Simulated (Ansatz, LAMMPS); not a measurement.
**Structural relaxation of glassy 73SiO2-11CaO-11MgO-5SnO2 (mol %) (122 atoms)**

Wanted: the relaxed structure of glassy 73SiO2-11CaO-11MgO-5SnO2 (mol %) (122 atoms) and its electronic structure.

Calculated with Ansatz 0.2.0; Kohn-Sham DFT, PBE, PAW (set soft_2), plane waves.

Report form: the programs' logs are mostly left out.

### Step 1. The structure

The cell holds 122 atoms: 32 Si, 5 Ca, 5 Mg, 2 Sn and 78 O. Its edges and angles: a = 11.792 Å, b = 11.792 Å, c = 11.792 Å, α = 90.0°, β = 90.0°, γ = 90.0°. 122 atoms (32 Si, 5 Ca, 5 Mg, 2 Sn, 78 O) placed at random at 2.56 g/cm³, melted at 4000 K for 10 ps at fixed volume with the Morse and Coulomb pair potential with partial charges (Pedone, Malavasi, Menziani, Cormack and Segre, J. Phys. Chem. B 110, 11780 (2006)). Quenched from 4000 K to 300 K at 50 K/ps and fixed volume, held 10 ps at zero pressure.

What the set-up can't give: The quench rate of 50 K/ps is orders of magnitude faster than experiment, which tends to freeze in extra defects. The starting topology of bonds comes from the classical model. Only the Γ point is sampled, in a cell whose shortest periodic width is 12 Å.

### Step 2. How the cell was made

A classical potential makes the cell, at a small fraction of what the same run would cost in DFT.

This step: classical MD, Morse and Coulomb pair potential with partial charges (Pedone, Malavasi, Menziani, Cormack and Segre, J. Phys. Chem. B 110, 11780 (2006)) (LAMMPS 22 Jul 2025 - Update 4).

Input file in.lmp:

```
# melt-quench of Si32Ca5Mg5Sn2O78
units metal
atom_style charge
boundary p p p
region box block 0 12.0611 0 12.0611 0 12.0611
create_box 5 box
mass 1 28.0850   # Si
mass 2 40.0780   # Ca
mass 3 24.3050   # Mg
mass 4 118.7100   # Sn
mass 5 15.9990   # O
create_atoms 1 random 32 527386 NULL overlap 1.5 maxtry 2000
create_atoms 2 random 5 527393 NULL overlap 1.5 maxtry 2000
create_atoms 3 random 5 527400 NULL overlap 1.5 maxtry 2000
create_atoms 4 random 2 527407 NULL overlap 1.5 maxtry 2000
create_atoms 5 random 78 527414 NULL overlap 1.5 maxtry 2000
pair_style hybrid/overlay pedone 5.5 coul/long 8.0
pair_coeff * * coul/long
pair_coeff 1 5 pedone 0.340554 2.006700 2.100000 1   # Si-O
pair_coeff 2 5 pedone 0.030211 2.241334 2.923245 5   # Ca-O
pair_coeff 3 5 pedone 0.038908 2.281000 2.586153 5   # Mg-O
pair_coeff 4 5 pedone 0.079400 2.156770 2.633076 3   # Sn-O
pair_coeff 5 5 pedone 0.042395 1.379316 3.618701 22   # O-O
set type 1 charge 2.4
set type 2 charge 1.2
set type 3 charge 1.2
set type 4 charge 2.4
set type 5 charge -1.2
kspace_style pppm 1.0e-4
neigh_modify delay 0 every 1 check yes
thermo_style custom step time temp pe press density
thermo_modify norm yes
timestep 0.002
thermo 100
# [... 15 lines left out ...]
fix md all nvt temp 4000 300 0.2
run 37000 post no
unfix md
thermo 1666
fix md all npt temp 300 300 0.2 iso 0 0 2
run 5000 post no
unfix md
write_dump all custom glass.dump id type xs ys zs modify sort id
```

On the command line:

```sh
$ lmp -in in.lmp -log none -nocite
```

It took 98 s on 1 thread of Intel Xeon at 2.80GHz (Skylake/Cascade Lake), shared host; peak memory 0.35 GiB.

### Step 3. Single point at the start

The forces at the start show how far the geometry lies from a minimum of this functional.

Input file input.yaml:

```yaml
crystal:
  lattice:
    - [11.79248, 0.0, 0.0]
    - [0.0, 11.79248, 0.0]
    - [0.0, 0.0, 11.79248]
  atoms:
    - { symbol: Si, position: [0.32698, 0.51329, 0.61361] }
    - { symbol: Si, position: [0.05152, 0.6833, 0.46069] }
    - { symbol: Si, position: [0.46228, 0.95222, 0.72062] }
    - { symbol: Si, position: [0.21243, 0.39085, 0.91757] }
    - { symbol: Si, position: [0.80392, 0.32236, 0.37988] }
    - { symbol: Si, position: [0.30663, 0.54032, 0.18957] }
    - { symbol: Si, position: [0.40314, 0.22299, 0.28088] }
    - { symbol: Si, position: [0.80629, 0.3177, 0.10524] }
    - { symbol: Si, position: [0.95394, 0.62767, 0.87986] }
    - { symbol: Si, position: [0.5162, 0.03085, 0.96836] }
    - { symbol: Si, position: [0.63357, 0.47861, 0.99012] }
    - { symbol: Si, position: [0.8749, 0.09023, 0.72859] }
    - { symbol: Si, position: [0.70529, 0.72051, 0.98351] }
    - { symbol: Si, position: [0.43879, 0.29541, 0.0287] }
    - { symbol: Si, position: [0.63965, 0.08673, 0.57973] }
    - { symbol: Si, position: [0.60424, 0.03889, 0.32977] }
    - { symbol: Si, position: [0.08888, 0.44061, 0.55464] }
    - { symbol: Si, position: [0.10967, 0.39156, 0.16771] }
    - { symbol: Si, position: [0.44485, 0.82797, 0.34278] }
    - { symbol: Si, position: [0.13492, 0.16627, 0.28218] }
    - { symbol: Si, position: [0.44308, 0.57672, 0.39637] }
    - { symbol: Si, position: [0.33245, 0.61534, 0.9432] }
    - { symbol: Si, position: [0.9488, 0.10804, 0.46919] }
    - { symbol: Si, position: [0.77118, 0.7417, 0.22661] }
    - { symbol: Si, position: [0.73528, 0.06071, 0.09467] }
    - { symbol: Si, position: [0.35182, 0.8463, 0.08123] }
    - { symbol: Si, position: [0.22548, 0.05252, 0.64649] }
    - { symbol: Si, position: [0.6693, 0.52629, 0.71903] }
    - { symbol: Si, position: [0.12856, 0.92279, 0.19214] }
    - { symbol: Si, position: [0.46255, 0.68123, 0.74452] }
    - { symbol: Si, position: [0.20897, 0.87364, 0.44885] }
    - { symbol: Si, position: [0.84833, 0.86151, 0.44516] }
    [... 84 atom lines left out ...]
    - { symbol: O, position: [0.21444, 0.17969, 0.60203] }
    - { symbol: O, position: [0.89282, 0.96644, 0.78189] }
    - { symbol: O, position: [0.40642, 0.40712, 0.61088] }
    - { symbol: O, position: [0.13961, 0.0394, 0.75205] }
    - { symbol: O, position: [0.64224, 0.01946, 0.0069] }
    - { symbol: O, position: [0.02595, 0.64018, 0.99561] }
kpoints:
  mp_grid: { grid: [1, 1, 1] }
hamiltonian:
  xc: pbe
scf:
  occupations: { method: fermi_dirac, width: 0.05 }
output:
  forces: true
  stress: true
  populations: true
  dos:
    method: { smearing: { sigma: 0.08 } }
    de: 0.1
    projected: { site_lists: { Ca: [Ca], Mg: [Mg], O: [O], Si: [Si], Sn: [Sn] } }
  eigenvalues: true
```

On the command line:

```sh
$ ansatz run input.yaml --threads 4 --pin off --max-ram 8192MiB --backend cpu --events-out ev --progress --plain --runs-dir out
```

Wall time 38 s (4 threads of Arm Neoverse V1, shared host); peak memory 2.4 GiB.

The run gave:

* free energy: -95480.0670 eV
* free energy per atom: -782.6235 eV/atom
* SCF cycles: 9
* pressure: 5.295 GPa
* r.m.s. force component: 1.259 eV/Å
* longest force: 6.261 eV/Å
* Fermi energy: 5.652 eV
* gap (highest filled to lowest empty level): 3.017 eV
* spilling of the projection: 0.01258

The r.m.s. force component of 1.3 eV/Å and the pressure of 5.3 GPa set the starting point.

Length of the force by element:

```
element  coordination  atoms  mean length of the force (eV/Å)  spread  least  most
     Ca           all      5                             1.10   0.202  0.858  1.41
     Mg           all      5                             1.03   0.378  0.506  1.64
      O           all     78                             1.85   0.947  0.259  3.86
     Si           all     32                             2.39    1.13  0.081  6.26
     Sn           all      2                             1.59   0.716  0.872  2.30
```

### Step 4. Cell and atoms relaxed

The cell is relaxed with the atoms, since the starting lattice needn't suit this functional.

input.yaml, the sections that differ from step 3:

```yaml
output:
  forces: true
relax:
  f_tol: 0.05
  max_steps: 200
  cell: {}
# crystal, kpoints, hamiltonian, scf: as in step 3
```

Wall time 7.6 min (4 threads); peak memory 2.5 GiB; 30 min of CPU time.

Step by step:

```
step  energy less that of the first step (eV)  largest force component (eV/Å)  pressure (GPa)  volume (Å³)
   1                                   0.0000                          4.5581            5.29      1639.89
   2                                  -5.4684                          3.0989            2.88      1649.03
   3                                  -8.4789                          0.9182           -0.25      1668.31
   4                                  -9.2641                          0.6351            0.14      1660.77
   5                                  -9.6146                          0.4783           -0.26      1666.13
   6                                  -9.8807                          0.3665           -0.14      1669.42
   7                                 -10.0265                          0.2917           -0.01      1671.17
   8                                 -10.0749                          0.2144            0.00      1675.54
   9                                 -10.0841                          0.5406            0.06      1682.42
  10                                 -10.0264                          0.5354            0.04      1676.03
  11                                 -10.1726                          0.1108           -0.01      1679.56
  12                                 -10.1591                          0.1642           -0.04      1683.09
  13                                 -10.1796                          0.0487            0.01      1680.79
 14*                                 -10.4127                          0.0505            0.23      1680.79
  15                                 -10.3851                          0.0900           -0.12      1690.76
  16                                 -10.3854                          0.0880            0.03      1691.20
  17                                 -10.3989                          0.0306           -0.01      1689.66
 18*                                 -10.4283                          0.0307            0.00      1689.66
```

Relaxation steps marked * repeat the geometry before them on a plane-wave basis chosen anew for their cell, so energy and pressure can jump there. Relaxation steps 10, 12 were tried and not accepted.

```
     cell as run  before   after  change
           a (Å)  11.792  12.202  +3.5 %
           b (Å)  11.792  11.790  -0.0 %
           c (Å)  11.792  11.749  -0.4 %
           α (°)   90.00   89.77  -0.3 %
           β (°)   90.00   89.38  -0.7 %
           γ (°)   90.00   91.37  +1.5 %
volume (Å³/atom)   13.44   13.85  +3.0 %
```

The atoms that moved most (Å, as changes of fractional coordinates times the final cell):

```
atom      dx      dy      dz  length
Ca33  -0.518  -0.441   0.729   0.997
 O90  -0.590   0.473   0.352   0.834
 O70  -0.174  -0.587   0.423   0.744
O118  -0.210   0.101  -0.599   0.643
Ca34  -0.610  -0.134  -0.147   0.642
O103   0.416  -0.338   0.236   0.586
Mg40   0.452   0.024   0.364   0.581
 O68   0.057   0.490  -0.216   0.538
```

The relaxation changed the energy by -85.5 meV/atom, and atoms moved by 0.28 Å r.m.s., 1.00 Å at most.

### Step 5. Distances and neighbours after relaxation

Bonds before and after, by the cutoffs listed below:

```
pair  bonds before  bonds after  mean before (Å)  mean after (Å)  spread before (Å)  spread after (Å)
O-Si           128          128            1.615           1.637              0.045             0.027
O-Ca            24           27            2.472           2.456              0.140             0.189
O-Mg            24           25            2.155           2.118              0.181             0.137
O-Sn            12           12            2.061           2.079              0.070             0.067
```

Density 2.66 g/cm³, 13.85 Å³ an atom.

g(r), total and by pair (bins of 0.2 Å):

```
r (Å)  total   O-O   O-Si  O-Ca  O-Mg   O-Sn  Si-Si
 1.50   0.22  0.00   0.65  0.00  0.00   0.00   0.00
 1.70   4.11  0.00  12.25  0.00  0.00   0.00   0.00
 1.90   0.10  0.00   0.00  0.00  1.86   0.00   0.00
 2.10   0.58  0.00   0.00  0.36  6.27  11.07   0.00
 2.30   0.28  0.00   0.00  3.96  1.03   0.87   0.00
 2.50   0.67  1.35   0.00  1.66  0.57   0.00   0.00
 2.70   2.05  4.69   0.00  1.69  0.22   0.00   0.00
 2.90   0.67  1.03   0.06  0.42  0.40   0.00   1.54
 3.10   0.67  0.53   0.25  0.36  0.18   0.00   3.53
 3.30   0.90  0.83   0.69  0.79  0.49   0.00   1.75
 3.50   0.86  0.93   0.75  0.98  0.42   0.68   0.00
 3.70   1.00  0.58   1.66  0.39  0.87   1.56   0.10
 3.90   1.05  0.62   1.71  0.80  1.37   1.40   0.34
 4.10   1.29  0.70   2.21  0.72  1.84   1.00   0.93
 4.30   1.07  0.66   1.58  1.13  1.48   1.16   1.06
 4.50   0.98  0.98   0.76  1.10  1.78   2.56   1.35
 4.70   1.03  1.27   0.71  1.28  0.93   1.55   1.25
 4.90   1.08  1.35   0.70  1.58  0.65   0.55   1.80
 5.10   1.00  1.52   0.54  0.80  0.27   0.82   1.31
 5.30   1.11  1.34   0.92  0.98  0.93   0.46   1.36
 5.50   0.91  0.95   0.90  0.84  0.85   0.28   0.83
 5.70   0.89  0.80   0.99  0.90  1.00   0.80   0.93
```

Bonds by pair of elements; cutoffs follow the first minimum of g(r), held within bounds set by covalent radii, and pairs that aren't listed don't count as bonded:

```
pair A-B  cutoff (Å)  bonds  mean length (Å)  spread (Å)  shortest (Å)  B about A  A about B
    O-Si        2.08    128             1.64       0.027          1.59       1.64          4
    O-Ca        2.83     27             2.46       0.189          2.19      0.346        5.4
    O-Mg        2.62     25             2.12       0.137          1.89      0.321          5
    O-Sn        2.62     12             2.08       0.067          2.00      0.154          6
```

How many atoms have how many bonded neighbours:

```
element  mean   2   3   4  5  6  7
     Ca   5.4   0   1   0  1  2  1
     Mg     5   0   0   2  1  2  0
      O  2.46  48  24   6  0  0  0
     Si     4   0   0  32  0  0  0
     Sn     6   0   0   0  0  2  0
```

Bond angles, per cent of each kind in bins of 5°:

```
angle (°)  O-Si-O  O-Ca-O  O-Mg-O  Si-O-Si  Ca-O-Si
    50–55     0.0     1.6     0.0      0.0      0.0
    55–60     0.0     6.2     0.0      0.0      0.0
    60–65     0.0     9.4     0.0      0.0      0.0
    65–70     0.0     3.1     3.9      0.0      0.0
    70–75     0.0     3.1     7.7      0.0      0.0
    75–80     0.0     6.2     9.6      0.0      5.9
    80–85     0.0     4.7     9.6      0.0      8.8
    85–90     0.0     6.2     9.6      0.0      8.8
    90–95     0.0     6.2     3.9      0.0      8.8
   95–100     3.6     7.8     1.9      0.0      2.9
  100–105    15.1     3.1     7.7      0.0      5.9
  105–110    37.5     6.2    11.5      0.0      2.9
  110–115    31.2     7.8     5.8      0.0     11.8
  115–120     8.8     4.7     5.8      0.0      8.8
  120–125     3.1     6.2     3.9     10.0     11.8
  125–130     0.5     1.6     0.0     12.0     11.8
  130–135     0.0     0.0     1.9      2.0      0.0
  135–140     0.0     3.1     0.0     12.0      5.9
  140–145     0.0     1.6     3.9      4.0      2.9
  145–150     0.0     1.6     1.9     28.0      2.9
  150–155     0.0     1.6     3.9      8.0      0.0
  155–160     0.0     3.1     1.9     10.0      0.0
  160–165     0.0     1.6     3.9      2.0      0.0
  165–170     0.0     3.1     0.0      2.0      0.0
  170–175     0.0     0.0     1.9      8.0      0.0
  175–180     0.0     0.0     0.0      2.0      0.0
```

Bond angles (no mean is given where the spread exceeds 20°):

```
  angle  count  mean (°)  spread (°)
 O-Si-O    192       109         5.2
 O-Ca-O     64         -           -
 O-Mg-O     52         -           -
Si-O-Si     50       145        14.8
Ca-O-Si     34       109        19.4
```

Oxygen atoms by the number of network formers (Si, P, Ge, B, Al, As, Ga) bound to them:

```
network formers bound to O  O atoms  per cent
                         0        0         0
                         1       28      35.9
                         2       50      64.1
```

Network units: each former by its oxygen neighbours and how many of them bridge to another former:

```
former  O neighbours  bridging O  atoms
    Si             4           1      1
    Si             4           2      6
    Si             4           3     13
    Si             4           4     12
```

Bond length by coordination (bonds to H left out):

```
element  coordination  atoms  mean bond length (Å)
     Ca             3      1                  2.29
     Ca             5      1                  2.41
     Ca             6      2                  2.47
     Ca             7      1                  2.53
     Mg             4      2                  2.01
     Mg             5      1                  2.16
     Mg             6      2                  2.17
      O             2     48                  1.66
      O             3     24                  1.98
      O             4      6                  2.17
```

Rings of the network by King's shortest-path rule, up to 12 atoms, one path for each pair of neighbours; H, halogens, alkali and alkaline-earth atoms are left out, and the last column divides by all other atoms, bonded or not:

```
ring size (atoms)  rings  per network atom
                6      2             0.018
                8      7             0.062
               10     10             0.089
               12     21             0.188
```

First main peaks of g(r), for some of the pairs, lie near 2.7 Å (O-O), 1.6 Å (O-Si), 2.3 Å (O-Ca), 2.1 Å (O-Mg), 2.1 Å (O-Sn) and 3.1 Å (Si-Si). By these cutoffs 40 % of Ca atoms have 6, 40 % of Mg atoms have 4 and as many 6, 62 % of O atoms have 2 and all Si atoms have 4 bonded neighbours. The O-Si-O angle averages 109° with a spread of 5°. Counting bonds to Si alone, not to Sn, 64 % of the oxygens join two of these atoms and 36 % one. The commonest Si unit has 4 oxygens, 3 of them shared with other formers (13 of 32 atoms). Rings of 12 atoms are the most common (52 % of those counted); sizes run from 6 to 12, where the search stops.

(Continued in part 2 of 2.)

[Logs are printed without paths, hosts, clocks, repeated set-up lines and the standing remarks that a program may print on its own settings, such as how far it seeks lower states.]

[Hosts, paths, dates, database ids (printed as entryN), source tags and the programs' standing remarks are cut or masked in the printed files.]
